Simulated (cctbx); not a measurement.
# A crystallographic session in cctbx: CsAl3

Library: cctbx 2025.11. The data are simulated by the first script.

## 1. Simulate the data

run.py:

```python
from cctbx import adptbx, crystal, miller, sgtbx, xray
from cctbx.array_family import flex
from iotbx.shelx import hklf
from scitbx import matrix
import scitbx.random

cs = crystal.symmetry(unit_cell=(5.093, 5.093, 10.471, 90, 90, 90), space_group_symbol='Hall: -I 4 2')  # I4/mmm
atoms = [  # label, site, U (iso, or U11 U22 U33 U12 U13 U23 in A^2), occupancy
    ("Cs1", (0, 0, 0), (0.0183, 0.0183, 0.0201, 0.0000, 0.0000, 0.0000), 1),
    ("Al1", (0.5, 0.5, 0), (0.0408, 0.0408, 0.0321, 0.0000, 0.0000, 0.0000), 1),
    ("Al2", (0.5, 0, 0.25), (0.0323, 0.0323, 0.0325, 0.0000, 0.0000, 0.0000), 1),
]
xs = xray.structure(crystal_symmetry=cs)
for label, site, u, occ in atoms:
    u = adptbx.u_cif_as_u_star(cs.unit_cell(), u) if isinstance(u, tuple) else u
    xs.add_scatterer(xray.scatterer(label, site=site, u=u, occupancy=occ))
xs.set_inelastic_form_factors(0.6889, "sasaki")
xs.show_summary()
p1 = xs.expand_to_p1()
ms = miller.build_set(p1, anomalous_flag=True, d_min=0.7)
flex.set_random_seed(272729)
scitbx.random.set_random_seed(272729)
ms = ms.select(flex.random_double(ms.size()) < 0.95)
i = ms.structure_factors_from_scatterers(p1, algorithm="direct").f_calc().as_intensity_array().data()
i = i * 5000 / flex.max(i)
sig = flex.sqrt(i + flex.pow2(0.015 * i) + 8 ** 2)
noise = scitbx.random.variate(scitbx.random.normal_distribution())(i.size())
data = ms.array(data=i + sig * noise, sigmas=sig).set_observation_type_xray_intensity()
with open("data.hkl", "w") as f:
    data.export_as_shelx_hklf(f)
print("reflections written:", data.size(), " <I/sigma> = %.1f" % flex.mean(data.data() / data.sigmas()))
for h, a, b in list(data.sort("data"))[:12]:
    print("%4d%4d%4d %9.1f %7.1f" % (h + (a, b)))
```

```console
$ python run.py
```

```text
Number of scatterers: 3
At special positions: 3
Unit cell: (5.093, 5.093, 10.471, 90, 90, 90)
Space group: I 4/m m m (No. 139)
reflections written: 3150  <I/sigma> = 8.0
   1   1  -2    5208.9   103.4
  -1   1  -2    5088.9   103.4
   1  -1  -2    5084.6   103.4
   1   1   2    5041.0   103.4
  -1   1   2    4941.4   103.4
  -1  -1  -2    4920.5   103.4
   1  -1   2    4878.4   103.4
  -1  -1   2    4688.5   103.4
   0   0   4    4637.2    95.3
   0   0  -4    4536.8    95.3
   2   0   0    4472.2    93.6
   0   2   0    4443.0    93.6
```

It took 0.4 s on 1 thread of Arm Neoverse N1, with other jobs on the host, peak memory 0.07 GiB.

## 2. Refinement (right model, isotropic)

run.py:

```python
import math
from cctbx import adptbx, crystal, maptbx, sgtbx, xray
from cctbx.array_family import flex
from cctbx.xray import observations
from iotbx.shelx import hklf
from scitbx.lstbx import normal_eqns_solving
from smtbx import absolute_structure, utils
from smtbx.refinement import constraints, least_squares

cs = crystal.symmetry(unit_cell=(5.093, 5.093, 10.471, 90, 90, 90), space_group_symbol='Hall: -I 4 2')  # I4/mmm
atoms = [  # label, site, U (iso, or U11 U22 U33 U12 U13 U23 in A^2), occupancy
    ("Cs1", (0, 0, 0), 0.0200, 1),
    ("Al1", (0.5, 0.5, 0), 0.0200, 1),
    ("Al2", (0.5, 0, 0.25), 0.0200, 1),
]
xs = xray.structure(crystal_symmetry=cs)
for label, site, u, occ in atoms:
    u = adptbx.u_cif_as_u_star(cs.unit_cell(), u) if isinstance(u, tuple) else u
    xs.add_scatterer(xray.scatterer(label, site=site, u=u, occupancy=occ))
xs.set_inelastic_form_factors(0.6889, "sasaki")
raw = hklf.reader(file_name="data.hkl").as_miller_arrays(crystal_symmetry=cs, anomalous=True)[0]
merged = raw.eliminate_sys_absent().merge_equivalents()
fo2 = merged.array().set_observation_type_xray_intensity()
print("Rint %.3f, %d unique reflections to %.2f A" % (merged.r_int(), fo2.size(), fo2.d_min()))
for sc in xs.scatterers():
    sc.flags.set_grad_site(True)
    sc.flags.set_grad_u_aniso(sc.flags.use_u_aniso())
    sc.flags.set_grad_u_iso(sc.flags.use_u_iso())
obs = fo2.as_xray_observations()
extra = {}
rep = constraints.reparametrisation(xs, [], utils.connectivity_table(xs), **extra)
ls = least_squares.crystallographic_ls(obs, rep, weighting_scheme=least_squares.mainstream_shelx_weighting(a=0, b=0))
print("cycle     R1     wR2    GooF  max shift (A)")
for cycle in range(8):
    ls.build_up()
    r1, wr2, goof = ls.r1_factor(cutoff_factor=2)[0], ls.wR2(), ls.goof()
    old = xs.sites_cart()
    normal_eqns_solving.levenberg_marquardt_iterations(ls, n_max_iterations=3, tau=1e-06, step_threshold=1e-7)
    big = flex.max((xs.sites_cart() - old).norms())
    print("%4d %7.4f %7.4f %7.3f %9.5f" % (cycle + 1, r1, wr2, goof, big))
    ls.build_up(objective_only=True)
    if abs(ls.wR2() - wr2) < 5e-5 and big < 5e-4:
        break
ls.build_up()
print("final R1 %.4f wR2 %.4f GooF %.3f  parameters %d  data/parameter %.1f" % (ls.r1_factor(cutoff_factor=2)[0], ls.wR2(), ls.goof(), ls.n_parameters, fo2.size() / ls.n_parameters))
cov = ls.covariance_matrix_and_annotations()
su = dict(zip(cov.annotations, (math.sqrt(max(v, 0)) for v in cov.matrix.matrix_packed_u_diagonal())))
a2 = cs.unit_cell().reciprocal_parameters()[0] ** -2
print("atom        x        y        z      Ueq    occ   su(xyz)  su(Uiso or U11)")
for sc in xs.scatterers():
    s = max(su.get(sc.label + k, 0) for k in (".x", ".y", ".z"))
    npd = "" if sc.is_positive_definite_u(cs.unit_cell()) else "  NPD"
    print("%-5s %8.5f %8.5f %8.5f %8.4f %6.3f %8.5f %7.4f%s" % ((sc.label,) + sc.site + (sc.u_iso_or_equiv(cs.unit_cell()), sc.occupancy, s, su.get(sc.label + ".uiso", su.get(sc.label + ".u11", 0) * a2), npd)))
fo = fo2.f_sq_as_f()
fc = fo.structure_factors_from_scatterers(xs, algorithm="direct").f_calc()
diff = fo.f_obs_minus_f_calc(1 / math.sqrt(ls.scale_factor()), fc).average_bijvoet_mates()
m = diff.fft_map(symmetry_flags=maptbx.use_space_group_symmetry, resolution_factor=0.25).apply_volume_scaling()
print("difference map: max %.2f min %.2f rms %.2f" % (m.statistics().max(), m.statistics().min(), m.statistics().sigma()))
peaks = m.peak_search(parameters=maptbx.peak_search_parameters(min_distance_sym_equiv=0.6, max_clusters=6)).all()
near = xs.closest_distances(peaks.sites(), distance_cutoff=4)
sps = cs.special_position_settings(min_distance_sym_equiv=0.5)
for k, (x, h) in enumerate(zip(peaks.sites(), peaks.heights())):
    ss = sps.site_symmetry(x)
    print("Q%-3d %7.4f %7.4f %7.4f %4d %7.2f  %.2f A from %s" % ((k + 1,) + tuple(t % 1 for t in ss.exact_site()) + (ss.multiplicity(), h, near.smallest_distances[k], xs.scatterers()[near.i_seqs[k]].label)))
```

```console
$ python run.py
```

```text
Rint 0.038, 148 unique reflections to 0.70 A
cycle     R1     wR2    GooF  max shift (A)
   1  0.0698  0.1467   8.186   0.00000
   2  0.0102  0.0258   1.438   0.00000
final R1 0.0102 wR2 0.0258 GooF 1.438  parameters 3  data/parameter 49.3
atom        x        y        z      Ueq    occ   su(xyz)  su(Uiso or U11)
Cs1    0.00000  0.00000  0.00000   0.0188  1.000  0.00000  0.0001
Al1    0.50000  0.50000  0.00000   0.0380  1.000  0.00000  0.0005
Al2    0.50000  0.00000  0.25000   0.0322  1.000  0.00000  0.0003
difference map: max 1.32 min -0.79 rms 0.08
Q1    0.0000  0.0000  0.0436    4    1.38  0.46 A from Cs1
Q2    0.0000  0.0949  0.5000    8    0.51  0.48 A from Al1
Q3    0.0000  0.0000  0.1323    4    0.33  1.38 A from Cs1
Q4    0.0000  0.5000  0.0000    4    0.24  2.55 A from Al1
Q5    0.0000  0.1255  0.1164   16    0.23  1.38 A from Cs1
Q6    0.0000  0.1947  0.0000    8    0.22  0.99 A from Cs1
```

Time: 0.59 s.

## 3. Refinement (right model, anisotropic)

run.py, as its changes from the last script of this kind:

```diff
@@ -12,3 +12,3 @@
-    ("Cs1", (0, 0, 0), 0.0200, 1),
-    ("Al1", (0.5, 0.5, 0), 0.0200, 1),
-    ("Al2", (0.5, 0, 0.25), 0.0200, 1),
+    ("Cs1", (0, 0, 0), 0.0188, 1),
+    ("Al1", (0.5, 0.5, 0), 0.0380, 1),
+    ("Al2", (0.5, 0, 0.25), 0.0322, 1),
@@ -20,0 +21 @@
+xs.convert_to_anisotropic()
```

```console
$ python run.py
```

```text
Rint 0.038, 148 unique reflections to 0.70 A
cycle     R1     wR2    GooF  max shift (A)
   1  0.0103  0.0258   1.454   0.00000
   2  0.0065  0.0145   0.820   0.00000
final R1 0.0065 wR2 0.0145 GooF 0.820  parameters 6  data/parameter 24.7
atom        x        y        z      Ueq    occ   su(xyz)  su(Uiso or U11)
Cs1    0.00000  0.00000  0.00000   0.0188  1.000  0.00000  0.0001
Al1    0.50000  0.50000  0.00000   0.0380  1.000  0.00000  0.0004
Al2    0.50000  0.00000  0.25000   0.0322  1.000  0.00000  0.0003
difference map: max 0.24 min -0.17 rms 0.05
Q1    0.0000  0.5000  0.0000    4    0.24  2.55 A from Al1
Q2    0.0000  0.0000  0.1306    4    0.21  1.37 A from Cs1
Q3    0.0000  0.3459  0.2922   16    0.20  0.90 A from Al2
Q4    0.1860  0.1860  0.2413   16    0.18  1.86 A from Al2
Q5    0.0000  0.3311  0.0674   16    0.17  1.83 A from Cs1
Q6    0.0000  0.3868  0.1528   16    0.16  1.17 A from Al2
```

Time: 0.57 s.

## 4. Refinement

run.py, as its changes from the last script of this kind:

```diff
@@ -13,2 +13 @@
-    ("Al1", (0.5, 0.5, 0), 0.0380, 1),
-    ("Al2", (0.5, 0, 0.25), 0.0322, 1),
+    ("Al1", (0.5, 0, 0.25), 0.0322, 1),
@@ -35 +34 @@
-for cycle in range(8):
+for cycle in range(12):
```

```console
$ python run.py
```

```text
Rint 0.038, 148 unique reflections to 0.70 A
cycle     R1     wR2    GooF  max shift (A)
   1  0.1511  0.3086  17.276   0.00000
   2  0.1517  0.3035  16.992   0.00000
final R1 0.1517 wR2 0.3035 GooF 16.992  parameters 4  data/parameter 37.0
atom        x        y        z      Ueq    occ   su(xyz)  su(Uiso or U11)
Cs1    0.00000  0.00000  0.00000   0.0164  1.000  0.00000  0.0015
Al1    0.50000  0.00000  0.25000   0.0262  1.000  0.00000  0.0059
difference map: max 34.52 min -1.12 rms 1.11
Q1    0.0000  0.0000  0.5000    2   34.52  3.60 A from Cs1
Q2    0.0000  0.0000  0.0000    2    8.32  0.00 A from Cs1
Q3    0.0000  0.4040  0.2763   16    0.65  0.56 A from Al1
Q4    0.0000  0.1053  0.4131   16    0.53  2.64 A from Al1
Q5    0.1418  0.1418  0.5000    8    0.34  2.58 A from Cs1
Q6    0.0000  0.2000  0.5000    8    0.32  2.97 A from Cs1
```

Time: 0.56 s.

This run holds a fault made on purpose: atom left out: Al1.

## 5. Refinement

run.py, as its changes from the last script of this kind:

```diff
@@ -13 +13 @@
-    ("Al1", (0.5, 0, 0.25), 0.0322, 1),
+    ("Al1", (0.5, 0.5, 0), 0.0380, 1),
```

```console
$ python run.py
```

```text
Rint 0.038, 148 unique reflections to 0.70 A
cycle     R1     wR2    GooF  max shift (A)
   1  0.2228  0.4616  25.840   0.00000
   2  0.2060  0.4402  24.643   0.00000
final R1 0.2059 wR2 0.4402 GooF 24.642  parameters 4  data/parameter 37.0
atom        x        y        z      Ueq    occ   su(xyz)  su(Uiso or U11)
Cs1    0.00000  0.00000  0.00000   0.0140  1.000  0.00000  0.0022
Al1    0.50000  0.50000  0.00000   0.0762  1.000  0.00000  0.0339
difference map: max 41.61 min -1.57 rms 1.95
Q1    0.0000  0.5000  0.2500    4   41.61  3.65 A from Al1
Q2    0.0000  0.0000  0.5000    2   19.33  0.00 A from Al1
Q3    0.0000  0.0000  0.0000    2   18.71  0.00 A from Cs1
Q4    0.0000  0.3703  0.1704   16    0.72  2.60 A from Cs1
Q5    0.1484  0.3516  0.2500   16    0.64  3.26 A from Al1
Q6    0.0000  0.3402  0.3139   16    0.62  2.61 A from Al1
```

Time: 0.56 s.

This run holds a fault made on purpose: atom left out: Al2.

## 6. Refinement

run.py, as its changes from the last script of this kind:

```diff
@@ -13,0 +14,2 @@
+    ("Al2", (0.5, 0, 0.25), 0.0322, 1),
+    ("Al3", (0.62, 0.111, 0.712), 0.0300, 1),
@@ -20 +21,0 @@
-xs.convert_to_anisotropic()
```

```console
$ python run.py
```

```text
Rint 0.038, 148 unique reflections to 0.70 A
cycle     R1     wR2    GooF  max shift (A)
   1  0.4852  0.7919  44.802   0.18708
   2  0.1118  0.2899  16.401   0.12467
   3  0.0283  0.1073   6.069   0.70303
   4  0.0654  0.2347  13.277   0.57268
   5  0.0189  0.0579   3.275   0.06955
   6  0.0283  0.1163   6.579   0.18238
   7  0.0171  0.0586   3.317   0.10185
   8  0.0171  0.0585   3.311   0.02219
   9  0.0171  0.0585   3.312   0.01409
  10  0.0171  0.0585   3.312   0.00872
  11  0.0171  0.0585   3.312   0.00530
  12  0.0171  0.0585   3.312   0.00318
final R1 0.0171 wR2 0.0585 GooF 3.311  parameters 7  data/parameter 21.1
atom        x        y        z      Ueq    occ   su(xyz)  su(Uiso or U11)
Cs1    0.00000  0.00000  0.00000   0.0187  1.000  0.00000  0.0003
Al1    0.50000  0.50000  0.00000   0.0379  1.000  0.00000  0.0012
Al2    0.50000  0.00000  0.25000   0.0321  1.000  0.00000  0.0007
Al3    0.52028  0.25033  0.74841   1.0000  1.000  0.08717  0.0168
difference map: max 1.73 min -0.66 rms 0.17
Q1    0.0000  0.0000  0.0375    4    1.75  0.39 A from Cs1
Q2    0.0000  0.0902  0.5000    8    0.61  0.46 A from Al1
Q3    0.0000  0.0000  0.1301    4    0.43  1.36 A from Cs1
Q4    0.0000  0.1288  0.1135   16    0.34  1.36 A from Cs1
Q5    0.0000  0.0000  0.4016    4    0.30  1.03 A from Al1
Q6    0.0000  0.3276  0.0673   16    0.30  1.81 A from Cs1
```

Run time: 1 s on 1 thread of Arm Neoverse N1 (shared host), peak memory 0.09 GiB.

This run holds a fault made on purpose: spurious atom: Al3.

[Logs are printed without paths, hosts, clocks, repeated set-up lines and the standing remarks that a program may print on its own settings, such as how far it seeks lower states.]
